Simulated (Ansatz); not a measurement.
**Photoemission of the MXene Sc2C1 with S ends**

What would XPS and angle-resolved spectra of the MXene Sc2C1 with S ends look like?

Program: Ansatz 0.2.0. Level of theory: DFT, PBEsol, plane-wave PAW, default files, scalar-relativistic. Results are calculated unless marked as measured.

Most raw output is cut from this account.

**1. The starting structure**

The cell holds 20 atoms: 8 S, 8 Sc and 4 C. Cell: a = 6.700 Å, b = 6.700 Å, c = 20.400 Å, α = 90.0°, β = 90.0°, γ = 120.0°. It derives from Sc2C1. How the cell was made: MXene sheet; termination: S; lattice typed at the start. Regions: L1, 4 atoms (4 S); L2, 4 atoms (4 Sc); L3, 4 atoms (4 C); in, 4 atoms (4 Sc); rest, 4 atoms (4 S). Vacuum lies along c.

**2. Relaxing the atoms**

Levels and vacuum steps follow bond lengths, so the atoms are relaxed first.

input.yaml reads:

```yaml
crystal:
  lattice:
    - [6.7, 0.0, 0.0]
    - [-3.35, 5.8023702054, 0.0]
    - [0.0, 0.0, 20.4]
  atoms:
    - { symbol: S, position: [0.0, 0.0, 0.632352941] }
    - { symbol: S, position: [0.0, 0.5, 0.632352941] }
    - { symbol: S, position: [0.5, 0.0, 0.632352941] }
    - { symbol: S, position: [0.5, 0.5, 0.632352941] }
    - { symbol: Sc, position: [0.333333333, 0.666666667, 0.558823529] }
    - { symbol: Sc, position: [0.333333333, 0.166666667, 0.558823529] }
    - { symbol: Sc, position: [0.833333333, 0.666666667, 0.558823529] }
    - { symbol: Sc, position: [0.833333333, 0.166666667, 0.558823529] }
    - { symbol: C, position: [0.166666667, 0.333333333, 0.5] }
    - { symbol: C, position: [0.166666667, 0.833333333, 0.5] }
    - { symbol: C, position: [0.666666667, 0.333333333, 0.5] }
    - { symbol: C, position: [0.666666667, 0.833333333, 0.5] }
    - { symbol: Sc, position: [0.0, 0.0, 0.441176471] }
    - { symbol: Sc, position: [0.0, 0.5, 0.441176471] }
    - { symbol: Sc, position: [0.5, 0.0, 0.441176471] }
    - { symbol: Sc, position: [0.5, 0.5, 0.441176471] }
    - { symbol: S, position: [0.333333333, 0.666666667, 0.367647059] }
    - { symbol: S, position: [0.333333333, 0.166666667, 0.367647059] }
    - { symbol: S, position: [0.833333333, 0.666666667, 0.367647059] }
    - { symbol: S, position: [0.833333333, 0.166666667, 0.367647059] }
kpoints:
  mp_grid: { grid: [6, 6, 1] }
scf:
  occupations: { method: fermi_dirac, width: 0.05 }
  n_extra_bands: 16
hamiltonian:
  xc: pbesol
  pseudopotentials: { kind: paw }
output:
  forces: true
  write_potential: true
  volumetric_format: []
relax:
  f_tol: 0.03
  max_steps: 45
  cell: { fix: [c, alpha, beta] }
```

On the command line:

```sh
$ ansatz run input.yaml --threads 4 --pin off --max-ram 14336MiB --backend cpu --events-out ev --progress --plain --runs-dir out
```

Wall time 47 s (4 threads of Arm Neoverse V2, shared host); peak memory 2.3 GiB.

The steps of the relaxation:

```csv
step,energy less that of the first step (eV),largest force component (eV/Å),pressure (GPa),volume (Å³)
1,0.0000,1.2154,4.15,793.07
2,-1.1485,0.2659,0.05,809.64
3,-1.2553,0.1354,-0.16,831.39
4,-1.2717,0.1232,-0.10,839.88
5,-1.2768,0.0423,0.07,844.35
6,-1.2780,0.0022,0.00,843.50
7*,-1.2898,0.0020,0.02,843.50
```

Relaxation steps marked * repeat the geometry before them on a plane-wave basis chosen anew for their cell, so energy and pressure can jump there.

Forces are held to the 48 operations that the run works with; a distortion that breaks them can't arise in this run.

```
cell as run  before  after  change
      a (Å)   6.700  6.910  +3.1 %
      b (Å)   6.700  6.910  +3.1 %
```

The atoms that moved most (Å, along periodic axes as changes of fractional coordinates times the final cell, across vacuum about the mean position):

```csv
atom,dx,dy,dz,length
Sc8,0.000,0.000,0.127,0.127
Sc7,0.000,0.000,0.127,0.127
Sc6,0.000,0.000,0.127,0.127
Sc5,0.000,0.000,0.127,0.127
Sc13,0.000,0.000,-0.127,0.127
Sc14,0.000,0.000,-0.127,0.127
Sc15,0.000,0.000,-0.127,0.127
Sc16,0.000,0.000,-0.127,0.127
```

Final coordinates:

```cif
data_structure
_symmetry_space_group_name_H-M 'P 1'
_symmetry_Int_Tables_number 1
_cell_length_a 6.9098
_cell_length_b 6.9098
_cell_length_c 20.4000
_cell_angle_alpha 90.000
_cell_angle_beta 90.000
_cell_angle_gamma 120.000
_cell_volume 843.50
loop_
_atom_site_label
_atom_site_type_symbol
_atom_site_fract_x
_atom_site_fract_y
_atom_site_fract_z
_atom_site_occupancy
S1 S 0.00000 0.00000 0.63629 1
S2 S 0.00000 0.50000 0.63629 1
S3 S 0.50000 0.00000 0.63629 1
S4 S 0.50000 0.50000 0.63629 1
Sc5 Sc 0.33333 0.66667 0.56505 1
Sc6 Sc 0.33333 0.16667 0.56505 1
Sc7 Sc 0.83333 0.66667 0.56505 1
Sc8 Sc 0.83333 0.16667 0.56505 1
C9 C 0.16667 0.33333 0.50000 1
C10 C 0.16667 0.83333 0.50000 1
C11 C 0.66667 0.33333 0.50000 1
C12 C 0.66667 0.83333 0.50000 1
Sc13 Sc 0.00000 0.00000 0.43495 1
Sc14 Sc 0.00000 0.50000 0.43495 1
Sc15 Sc 0.50000 0.00000 0.43495 1
Sc16 Sc 0.50000 0.50000 0.43495 1
S17 S 0.33333 0.66667 0.36371 1
S18 S 0.33333 0.16667 0.36371 1
S19 S 0.83333 0.66667 0.36371 1
S20 S 0.83333 0.16667 0.36371 1
```

Numbers from this step:

* free energy: -24972.5008 eV
* energy at zero smearing: -24972.4436 eV
* smearing term TS: 0.1146 eV
* Fermi energy: -1.030 eV
* symmetry operations: 48
* pressure: 0.01916 GPa
* work function, upper face: 6.841 eV
* work function, lower face: 6.841 eV

The relaxation ends with a largest force component of 0.0020 eV/Å.

**3. Bands by layer**

This is the main run. States are solved along the surface zone's path and weighed by where they lie along the normal, since photoemission sees the top layers. The cell holds 4 small cells, so the bands are unfolded.

input.yaml reads:

```yaml
crystal:
  lattice:
    - [6.909753349, 0.0, 0.0]
    - [-3.4548766745, 5.9840219341, 0.0]
    - [0.0, 0.0, 20.4]
  atoms:
    - { symbol: S, position: [0.0, 0.0, 0.6362884813] }
    - { symbol: S, position: [0.0, 0.5, 0.6362884813] }
    - { symbol: S, position: [0.5, 0.0, 0.6362884813] }
    - { symbol: S, position: [0.5, 0.5, 0.6362884813] }
    - { symbol: Sc, position: [0.3333333333, 0.6666666667, 0.5650537658] }
    - { symbol: Sc, position: [0.3333333333, 0.1666666667, 0.5650537658] }
    - { symbol: Sc, position: [0.8333333333, 0.6666666667, 0.5650537658] }
    - { symbol: Sc, position: [0.8333333333, 0.1666666667, 0.5650537658] }
    - { symbol: C, position: [0.1666666667, 0.3333333333, 0.5] }
    - { symbol: C, position: [0.1666666667, 0.8333333333, 0.5] }
    - { symbol: C, position: [0.6666666667, 0.3333333333, 0.5] }
    - { symbol: C, position: [0.6666666667, 0.8333333333, 0.5] }
    - { symbol: Sc, position: [0.0, 0.0, 0.4349462342] }
    - { symbol: Sc, position: [0.0, 0.5, 0.4349462342] }
    - { symbol: Sc, position: [0.5, 0.0, 0.4349462342] }
    - { symbol: Sc, position: [0.5, 0.5, 0.4349462342] }
    - { symbol: S, position: [0.3333333333, 0.6666666667, 0.3637115187] }
    - { symbol: S, position: [0.3333333333, 0.1666666667, 0.3637115187] }
    - { symbol: S, position: [0.8333333333, 0.6666666667, 0.3637115187] }
    - { symbol: S, position: [0.8333333333, 0.1666666667, 0.3637115187] }
kpoints:
  mp_grid: { grid: [6, 6, 1] }
scf:
  occupations: { method: fermi_dirac, width: 0.05 }
  n_extra_bands: 20
hamiltonian:
  xc: pbesol
  pseudopotentials: { kind: paw }
output:
  forces: true
  write_potential: true
  volumetric_format: []
  dos:
    projected:
      site_lists:
        layer_1: [3, 2, 1, 0]
        layer_2: [4, 5, 6, 7]
        layer_3: [8, 9, 10, 11]
        middle: [12, 13, 14, 15]
        other_layers: [16, 17, 18, 19]
    de: 0.05
    e_range: [-30, 12]
    method: { smearing: { sigma: 0.15, scheme: gaussian } }
  eigenstates:
    kpoints:
      - [-0.33333333, -0.33333333, 0.0]
      - [-0.375, -0.375, 0.0]
      - [-0.41666667, -0.41666667, 0.0]
      - [-0.45833333, -0.45833333, 0.0]
      - [0.5, 0.5, 0.0]
      - [0.45833333, 0.45833333, 0.0]
      # [... 29 more points ...]
      - [-0.25, 0.5, 0.0]
      - [-0.29166667, -0.41666667, 0.0]
    e_range: [-8.0, 4.0]
    unfold:
      supercell_matrix: [[2, 0, 0], [0, 2, 0], [0, 0, 1]]
      layers:
        axis: 3
        edges: [0.167633, 0.443077, 0.443177, 0.556821, 0.556921, 0.832365]
```

Run time: 51 s. Hardware: 4 threads; peak memory 3.1 GiB.

Numbers from this step:

- zero of energy: Fermi level
- share of occupied states in no projected shell: 0.0048 of the occupied states in the window
- DOS at the Fermi level: 14.07 states/eV/cell

A(k,E), total over k along the path and E. Zero: Fermi level.

Ten even steps from '_' (0.01 eV⁻¹) to '@' (4.44 eV⁻¹), each cell a mean:
```
__::++****==--::::::==++==++**++::____________________..::__
________..::==++++++++++****==--::__________________::::____
________________________________..--::..__________::..______
______________________________________::----------..________
____________________..++****::..____________________________
______________..--**%%**--==####**::________________________
__________..--======::........--::++****==------..__________
......==********++====++****====**==--::========**++--::....
@@@@%%##++**##########==::--********##%%%%%%****++**##%%@@@@
++****%%##++--====++==++****++++++==--::::==##%%@@@@@@##**++
--++**++======----::----------::::--======--::......--++++--
%%**====**%%@@**==--..________::--++####++------------==**%%
######**++::..::----..________::----::--==------------++**##
____________________::--------..________::--::::::----::____
____________________________________________..::::..________
____________________________________________________________
____________________________________________________________
____________________________________________________________
____________________________________________________________
____________________________________________________________
____________________________________________________________
____________________________________________________________
```
Columns: k along the path (Å⁻¹) from 0 to 2.87; rows upwards: E (eV) from -7.7 to 3.7.

A(k,E), top over k along the path and E. Zero: Fermi level.

Values in eV⁻¹, 12 rows by 16 columns, each cell a mean:
```
0.11 0.47 0.56 0.57 0.57 0.69 0.81 0.79 0.48 0.08 0.03 0.06 0.08 0.03 0.21 0.13
0.01 0.02 0.03 0.04 0.05 0.06 0.09 0.08 0.16 0.29 0.28 0.20 0.16 0.27 0.09 0.01
0.02 0.02 0.02 0.03 0.09 0.39 0.58 0.54 0.25 0.06 0.06 0.15 0.19 0.05 0.02 0.01
0.04 0.05 0.14 0.38 0.60 0.56 0.45 0.45 0.59 0.57 0.51 0.42 0.35 0.16 0.06 0.04
0.79 0.75 0.87 1.12 1.14 1.16 1.02 1.12 1.16 1.04 1.01 1.02 0.99 0.96 0.78 0.79
0.86 1.19 1.04 0.67 0.65 0.57 0.72 0.63 0.59 0.68 0.50 0.59 0.71 0.95 1.19 0.87
1.37 1.05 1.04 0.97 0.64 0.25 0.09 0.12 0.44 0.80 0.99 0.66 0.45 0.50 0.74 1.33
0.11 0.14 0.08 0.04 0.07 0.26 0.31 0.30 0.17 0.05 0.15 0.44 0.61 0.56 0.40 0.13
0.02 0.02 0.02 0.01 0.01 0.01 0.02 0.02 0.01 0.01 0.02 0.03 0.05 0.04 0.02 0.02
0.01 0.01 0.01 0.01 0.01 0.01 0.01 0.01 0.01 0.01 0.01 0.01 0.01 0.01 0.01 0.01
0.01 0.01 0.01 0.00 0.00 0.00 0.00 0.00 0.00 0.00 0.00 0.01 0.01 0.01 0.01 0.01
0.01 0.00 0.00 0.00 0.00 0.00 0.00 0.00 0.00 0.00 0.00 0.00 0.00 0.00 0.00 0.01
```
Columns: k along the path (Å⁻¹) from 0 to 2.87; rows upwards: E (eV) from -7.7 to 3.7.

A(k,E), middle over k along the path and E. Zero: Fermi level.

Values in eV⁻¹, 12 rows by 16 columns, each cell a mean:
```
0.13 0.57 0.68 0.69 0.69 0.88 1.07 1.04 0.59 0.09 0.03 0.07 0.08 0.03 0.27 0.16
0.01 0.02 0.04 0.05 0.06 0.08 0.12 0.10 0.20 0.36 0.34 0.23 0.18 0.34 0.12 0.01
0.02 0.02 0.03 0.04 0.11 0.57 0.89 0.84 0.35 0.08 0.08 0.17 0.22 0.06 0.02 0.02
0.06 0.07 0.20 0.53 0.88 0.74 0.44 0.48 0.84 0.84 0.86 0.77 0.68 0.27 0.08 0.06
1.23 1.31 1.30 1.14 0.90 0.65 0.53 0.61 0.76 0.90 0.80 0.85 0.88 1.22 1.33 1.23
0.61 0.62 0.51 0.39 0.29 0.39 0.53 0.46 0.33 0.33 0.37 0.43 0.50 0.54 0.60 0.62
0.82 0.71 0.72 0.66 0.52 0.18 0.06 0.08 0.33 0.60 0.63 0.46 0.43 0.45 0.52 0.80
0.05 0.07 0.04 0.03 0.06 0.25 0.30 0.29 0.17 0.04 0.10 0.27 0.30 0.29 0.23 0.07
0.01 0.01 0.01 0.01 0.01 0.01 0.01 0.01 0.01 0.01 0.01 0.02 0.03 0.03 0.02 0.01
0.01 0.01 0.01 0.01 0.01 0.01 0.01 0.01 0.01 0.01 0.01 0.01 0.01 0.01 0.01 0.01
0.01 0.00 0.00 0.00 0.00 0.00 0.00 0.00 0.00 0.00 0.00 0.00 0.00 0.00 0.00 0.01
0.04 0.00 0.00 0.00 0.00 0.00 0.00 0.00 0.00 0.00 0.00 0.00 0.00 0.00 0.00 0.04
```
Columns: k along the path (Å⁻¹) from 0 to 2.87; rows upwards: E (eV) from -7.7 to 3.7.

Peaks of A(k,E) at the labelled points: for each region the eleven nearest the zero at most, each over 6 % of that point's highest, less those above the energy where the solved bands run out; weight and spread sum the levels within three half widths or 0.3 eV, so near peaks share levels. Peaks of the spectral function, the first 40 of 62 rows:

```
point  weight on  E (eV)  A (1/eV)  weight near the peak  rms spread of levels (eV)
    K      total   -2.58     7.059                     4                      0.108
    K      total    -2.4     7.719                     4                      0.108
    K      total   -1.46      6.61                     2                          0
    K      total   -0.76     7.282                     3                      0.086
    K        top    -2.6     3.089                 1.549                      0.106
    K        top    -2.4     2.583                 1.549                      0.106
    K        top   -1.46     2.443                 0.743                          0
    K        top   -0.76     2.334                 0.837                      0.072
    K     middle    -2.4     2.551                 0.901                      0.078
    K     middle   -1.46     1.721                 0.513                          0
    K     middle   -0.76     2.611                 1.324                      0.091
    K     middle    -0.6     2.661                 1.324                      0.091
    Γ      total   -3.26     3.198                     1                          0
    Γ      total   -1.68     3.376                     1                          0
    Γ      total   -1.06      6.51                     2                          0
    Γ      total   -0.18     6.507                     2                          0
    Γ      total    0.68      3.42                     1                          0
    Γ      total     1.4     6.496                     2                          0
    Γ      total     3.1     6.631                     2                          0
    Γ      total    3.46     3.671                     1                          0
    Γ        top   -3.26     1.071                 0.335                          0
    Γ        top   -1.68     1.518                 0.459                          0
    Γ        top   -1.06     1.879                 0.568                          0
    Γ        top   -0.18     2.998                  0.93                          0
    Γ        top    0.68     0.967                 0.278                          0
    Γ        top     1.4     1.814                 0.557                          0
    Γ        top     3.1     1.929                  0.58                          0
    Γ        top    3.46     1.151                 0.317                          0
    Γ     middle   -3.26     1.053                  0.33                          0
    Γ     middle   -1.68     0.339                 0.081                          0
    Γ     middle   -1.06     2.748                 0.862                          0
    Γ     middle   -0.18     0.509                 0.139                          0
    Γ     middle    0.68     1.485                 0.444                          0
    Γ     middle     1.4     2.868                 0.887                          0
    Γ     middle     3.1     2.765                 0.838                          0
    Γ     middle    3.46     1.363                 0.365                          0
    M      total   -3.64     3.292                     1                          0
    M      total      -3     3.346                     1                          0
    M      total   -2.16     3.361                     1                          0
    M      total   -1.34     3.829                     1                          0
```

The DOS has structure finer than the step of the table below, so its rows give means over 1 eV, whole bins alone (the curve runs from -28.3 to 4.38 eV). Peaks (eV: height): total -26.2: 132, -10.7: 25.8, -2.2: 27.4, -0.9: 31.1; S 3p -2.7: 11.1, -2.2: 13.8, -1.0: 15.1; Sc 3d -10.7: 2.33, -2.2: 4.17, -0.9: 8.67, 4.2: 18.1; C 2p -2.2: 7.22, -0.6: 7.94, -0.1: 7.04, 4.1: 1.29; S 3s -10.7: 22.2.

* holds the states left over by the projection beside any projected weight of its own. DOS against E, zero at the Fermi level; means over each step; 7 of 9 lines; values in states/eV/cell:

```csv
E (eV),total,S 3p,Sc 3d,C 2p,S 3s,C 2s,Sc 4s
-27,1.30,0.0101,0.00284,0.00868,0.00556,0.00653,0.00425
-26,46.7,0.280,0.0694,0.231,0.0991,0.0684,0.0864
-25,0,0,0,0,0,0,0
-24,0,0,0,0,0,0,0
-23,0,0,0,0,0,0,0
-22,0,0,0,0,0,0,0
-21,0,0,0,0,0,0,0
-20,0,0,0,0,0,0,0
-19,0,0,0,0,0,0,0
-18,0,0,0,0,0,0,0
-17,0,0,0,0,0,0,0
-16,0,0,0,0,0,0,0
-15,0,0,0,0,0,0,0
-14,0,0,0,0,0,0,0
-13,0,0,0,0,0,0,0
-12,1.28,0.00758,0.0125,0.00338,0.896,0.00943,0.336
-11,14.2,0.128,0.991,0.0353,11.7,0.0212,1.16
-10,0.484,0.00239,0.0473,7.1e-4,0.423,4.5e-5,0.00585
-9,1.88,0.0206,0.144,0.00912,0.169,1.18,0.315
-8,6.12,0.0346,0.979,0.0227,0.111,4.38,0.470
-7,0,0,0,0,0,0,0
-6,0,0,0,0,0,0,0
-5,0,0,0,0,0,0,0
-4,0.571,0.283,0.117,0.100,0.00365,0.00148,0.0616
-3,10.8,6.49,1.89,1.33,0.155,0.0519,0.697
-2,16.6,9.48,2.73,3.10,0.242,0.121,0.510
-1,25.6,13.7,6.05,4.97,0.211,0.104,0.175
0,15.3,7.11,2.67,5.05,0.0796,0.0279,0.0394
1,3.27,1.66,0.389,1.16,0.00912,0.00355,0.00719
2,2.79,0.420,2.15,0.0972,0.00708,0.00636,0.0101
3,6.52,0.710,5.25,0.325,0.00327,0.0120,0.0138
```

Sums over each group's atoms; a table of it gives point samples, which can step over narrow peaks. Table of DOS of the group by E, zero at the Fermi level; 7 of 12 lines; values in states/eV:

```
E (eV)  layer 1: S 3p  other layers: S 3p  layer 3: C 2p  layer 2: Sc 3d  inner group: Sc 3d  layer 1: S 3s  other layers: S 3s
   -28              0                   0              0               0                   0              0                   0
   -26          0.160               0.160          0.220          0.0334              0.0334         0.0385              0.0385
   -24              0                   0              0               0                   0              0                   0
   -22              0                   0              0               0                   0              0                   0
   -20              0                   0              0               0                   0              0                   0
   -18              0                   0              0               0                   0              0                   0
   -16              0                   0              0               0                   0              0                   0
   -14              0                   0              0               0                   0              0                   0
   -12         3.6e-4              3.6e-4         1.1e-4          3.5e-4              3.5e-4         0.0726              0.0726
   -10              0                   0              0               0                   0         3.6e-5              3.6e-5
    -8         0.0204              0.0204         0.0170           0.725               0.725         0.0346              0.0346
    -6              0                   0              0               0                   0              0                   0
    -4        0.00862             0.00862        0.00621         0.00368             0.00368         7.4e-5              7.4e-5
    -2           4.68                4.68           3.22            1.38                1.38          0.116               0.116
     0           3.26                3.26           5.76            1.10                1.10         0.0394              0.0394
     2          0.239               0.239         0.0878            1.22                1.22        0.00483             0.00483
     4          0.369               0.369           1.04            6.98                6.98         0.0568              0.0568
```

Simulated valence spectra by photon energy, shown to 13 eV, since a deeper line would dwarf them at some energies; the 100 % can be that line's tail at the edge; this run's widths, added to any smearing of the DOS itself: Gaussian 0.45 eV, Lorentzian 0.05 eV plus 0.08 an eV of depth. Table of intensity by binding energy, zero at the Fermi level; values in % of the maximum within 13 eV:

| binding energy (eV) | 21.2 eV | 60 eV | 600 eV | 1486.7 eV | 5950 eV |
| --- | --- | --- | --- | --- | --- |
| -1.0 | 1.09 | 1.15 | 1.93 | 1.47 | 0.674 |
| -0.5 | 2.78 | 2.70 | 3.59 | 2.53 | 1.03 |
| 0.0 | 37.2 | 33.0 | 34.9 | 22.0 | 7.05 |
| 0.5 | 91.5 | 88.7 | 90.1 | 55.9 | 17.6 |
| 1.0 | 88.6 | 91.0 | 96.7 | 60.5 | 19.5 |
| 1.5 | 48.9 | 50.4 | 70.6 | 46.4 | 16.1 |
| 2.0 | 49.9 | 48.6 | 64.7 | 43.3 | 16.4 |
| 2.5 | 47.5 | 46.6 | 63.3 | 42.9 | 16.9 |
| 3.0 | 30.1 | 30.8 | 43.9 | 30.0 | 12.2 |
| 3.5 | 12.1 | 12.5 | 16.8 | 11.8 | 5.20 |
| 4.0 | 3.36 | 3.63 | 5.66 | 4.30 | 2.14 |
| 4.5 | 1.36 | 1.66 | 3.29 | 2.77 | 1.57 |
| 5.0 | 0.879 | 1.23 | 2.85 | 2.56 | 1.58 |
| 5.5 | 0.697 | 1.14 | 2.87 | 2.68 | 1.75 |
| 6.0 | 0.660 | 1.25 | 3.18 | 3.05 | 2.06 |
| 6.5 | 0.770 | 1.63 | 3.89 | 3.76 | 2.60 |
| 7.0 | 1.21 | 2.67 | 5.58 | 5.30 | 3.63 |
| 7.5 | 2.91 | 6.37 | 11.0 | 9.84 | 6.38 |
| 8.0 | 7.33 | 15.8 | 24.6 | 21.2 | 13.2 |
| 8.5 | 7.10 | 16.0 | 27.1 | 24.6 | 16.6 |
| 9.0 | 3.00 | 7.95 | 17.2 | 17.7 | 13.9 |
| 9.5 | 1.15 | 5.17 | 15.7 | 18.8 | 17.0 |
| 10.0 | - | 7.54 | 27.7 | 35.8 | 34.8 |
| 10.5 | - | 15.5 | 59.9 | 79.7 | 79.3 |
| 11.0 | - | 18.1 | 72.6 | 97.2 | 97.3 |
| 11.5 | - | 11.1 | 47.1 | 63.0 | 62.8 |
| 12.0 | - | 5.26 | 23.2 | 30.5 | 29.8 |
| 12.5 | - | 2.62 | 12.1 | 15.2 | 14.3 |

(Part 1 of 3 ends here.)

[Logs are printed without paths, hosts, clocks, repeated set-up lines and the standing remarks that a program may print on its own settings, such as how far it seeks lower states.]

[Hosts, paths, dates, database ids (printed as entryN), source tags and the programs' standing remarks are cut or masked in the printed files.]

[Maps of the electrostatic potential energy from Ansatz leave out the sawtooth potential of an applied field or a dipole correction, so their vacuum need not be flat; work functions include it.]
